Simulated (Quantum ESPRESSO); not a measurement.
# MnS: exchange couplings by hand from total energies

Can a spin model with one coupling foretell the energy of a further order of MnS?

Method: PBE with U = 3.2 eV on Mn d (ortho-atomic projectors); plane waves with GBRV 1.5 PBE potentials, no spin-orbit coupling, in Quantum ESPRESSO 7.5.

The database entry behind the starting cell differs from later determinations by our own check (an axis about 0.2 % short against later determinations), so it need not match the best structure at ambient conditions.

## (1) Set-up

The structure is cubic, space group Fm-3m (No. 225). The conventional cell has a = 5.209 Å, b = 5.209 Å, c = 5.209 Å, α = 90.00°, β = 90.00°, γ = 90.00°. Nearest to Mn lie 6 S at 2.60 Å. Nearest to S lie 6 Mn at 2.60 Å. Farther neighbours and most contacts between anions are not listed.

The cell comes from the Crystallography Open Database.

## (2) The parallel order

All energies count from this run.

File pw.in:

```
&CONTROL
  calculation = 'scf'
  prefix = 'pwscf'
  outdir = './tmp'
  pseudo_dir = './pseudo'
  disk_io = 'nowf'
/
&SYSTEM
  ibrav = 0
  celldm(1) = 8
  nat = 2
  ntyp = 2
  ecutwfc = 40
  ecutrho = 280
  nbnd = 19
  occupations = 'smearing'
  smearing = 'fd'
  degauss = 0.00734986
  nspin = 2
  starting_magnetization(1) = 0.3
  starting_magnetization(2) = 0
/
&ELECTRONS
  conv_thr = 4d-09
  electron_maxstep = 150
  mixing_beta = 0.3
/
ATOMIC_SPECIES
Mn     54.9380 mn_pbe_v1.5.uspp.F.UPF
S      32.0600 s_pbe_v1.4.uspp.F.UPF
CELL_PARAMETERS alat
   0.0000000000000    0.6152239614485    0.6152239614485
   0.6152239614485    0.0000000000000    0.6152239614485
   0.6152239614485    0.6152239614485    0.0000000000000
ATOMIC_POSITIONS crystal
Mn      0.0000000000    0.0000000000    0.0000000000
S       0.5000000000    0.5000000000    0.5000000000
K_POINTS automatic
8 8 8 0 0 0
HUBBARD {ortho-atomic}
U Mn-3d 3.2000
```

Started as:

```
$ OMP_NUM_THREADS=1 mpirun -n 2 pw.x -nk 2 -in pw.in > pw.out
```

Output:

```text
Program PWSCF v.7.5 starts
     [... lines left out ...]
     number of atoms/cell      =            2
     [... lines left out ...]
     number of electrons       =        21.00
     number of Kohn-Sham states=           19
     kinetic-energy cutoff     =      40.0000  Ry
     charge density cutoff     =     280.0000  Ry
     scf convergence threshold =      4.0E-09
     [... lines left out ...]
     48 Sym. Ops., with inversion, found
     [... lines left out ...]
     number of k points=    29  Fermi-Dirac smearing, width (Ry)=  0.0073
     [... lines left out ...]
     iteration # 11     ecut=    40.00 Ry     beta= 0.30
     [... lines left out ...]
     Magnetic moment per site  (integrated on atomic sphere of radius R)
     atom   1 (R=0.254)  charge= 13.1485  magn=  4.4834
     atom   2 (R=0.254)  charge=  4.7179  magn=  0.1322
     [... lines left out ...]
     Tr[ns(  1)] (up, down, total) =   4.96904  0.28453  5.25357
     [... lines left out ...]
     the Fermi energy is    10.5776 ev
!    total energy              =    -235.33413757 Ry
     estimated scf accuracy    <          2.1E-09 Ry
     smearing contrib. (-TS)   =      -0.00008694 Ry
     [... lines left out ...]
     total magnetization       =     5.00 Bohr mag/cell
     absolute magnetization    =     5.00 Bohr mag/cell
     convergence has been achieved in  11 iterations
   JOB DONE.
```

Elapsed: 24 s, on 2 MPI ranks of Arm Neoverse N1, shared host; peak memory 0.2 GiB; 47 s of CPU time.

Spin moment in the atom's sphere by atom:

```csv
atom,spin moment in the atom's sphere (μB)
Mn1,4.48
S2,0.13
```

This step gave:

```
smearing term TS       : 0.001183 eV
magnetization          : 4.998 μB
absolute magnetization : 4.998 μB
final state            : ferromagnetic
```

## (3) The orders used for the fit

The other orders were run with the same settings, on meshes that hold the same points. Free energies are divided by the number of Mn atoms; q is in fractions of the reciprocal vectors of the first run's cell.

```csv
order,atoms,mesh,free energy (eV),eV per Mn,largest moment (μB)
F +,2,8×8×8,-3201.8841,-3201.8841,4.48
"AF q=(0,1/2,1/2) +-",4,8×4×8,-6403.8211,-3201.9105,4.46
```

## (4) Counting neighbours

With E = −Σ J e_i·e_j over ordered pairs of unit vectors, turning a neighbour from parallel to opposed costs 2J a Mn atom. So an order lies 2 Σ n J over the parallel one, n being the opposed neighbours in each shell.

```csv
shell,distance (Å),neighbours,"opposed in AF q=(0,1/2,1/2) +-","opposed in AF q=(0,0,1/2) +-"
J1,3.68,12,8,6
J2,5.21,6,0,6
```

Only J1 is kept, as an effective coupling that takes up all reversed shells.

## (5) Solving

```
2 × 8 × J1 = -26.5 meV    (AF q=(0,1/2,1/2) +-)
J1 = -1.66 meV
```

## (6) The test

The couplings now give the orders that were left out:

```
2 × 6 × (-1.66) = -19.9 meV    (AF q=(0,0,1/2) +-)
```

The runs themselves:

```csv
order,atoms,mesh,free energy (eV),eV per Mn,largest moment (μB),over the parallel order (meV),foretold (meV)
"AF q=(0,0,1/2) +-",4,8×8×4,-6403.9146,-3201.9573,4.39,-73.3,-19.9
```

## (7) One more shell

One way to take up the miss is the next shell. Both differences then fix both couplings, and no order is left for a test.

```
2 × 8 × J1 = -26.5 meV    (AF q=(0,1/2,1/2) +-)
2 × 6 × J1 + 2 × 6 × J2 = -73.3 meV    (AF q=(0,0,1/2) +-)
J1 = -1.66 meV
J2 = -4.45 meV
```

## (8) Summary of results

| Quantity | Value |
| --- | --- |
| effective J1 (Mn–Mn at 3.68 Å) | -1.66 meV |
| largest miss on the orders left out | 53 meV |
| J1 with two shells | -1.66 meV |
| J2 with two shells | -4.45 meV |

What this shows: The model misses the order left out by 53 meV, 73 % of the largest energy difference, so it fails: these couplings alone don't describe the crystal. With the next shell added the couplings are J1 = -1.66 and J2 = -4.45 meV, untested. The largest moment changes by 2.1 % between the orders. Shells that were dropped are folded into the couplings or show in the miss. Energies are free energies at an electronic temperature of 1160 K, which lowers moments and differences where the moments are itinerant.

[Logs and program files are shortened in this print: banners, set-up blocks, solver, clock and traceback lines can be left out without a mark of their own.]

[Logs are printed without paths, hosts, clocks, repeated set-up lines and the standing remarks that a program may print on its own settings, such as how far it seeks lower states.]

[Hosts, paths, dates, database ids (printed as entryN), source tags and the programs' standing remarks are cut or masked in the printed files.]

[Where a cell is said to come from a database of computed structures, the database is the Materials Project.]
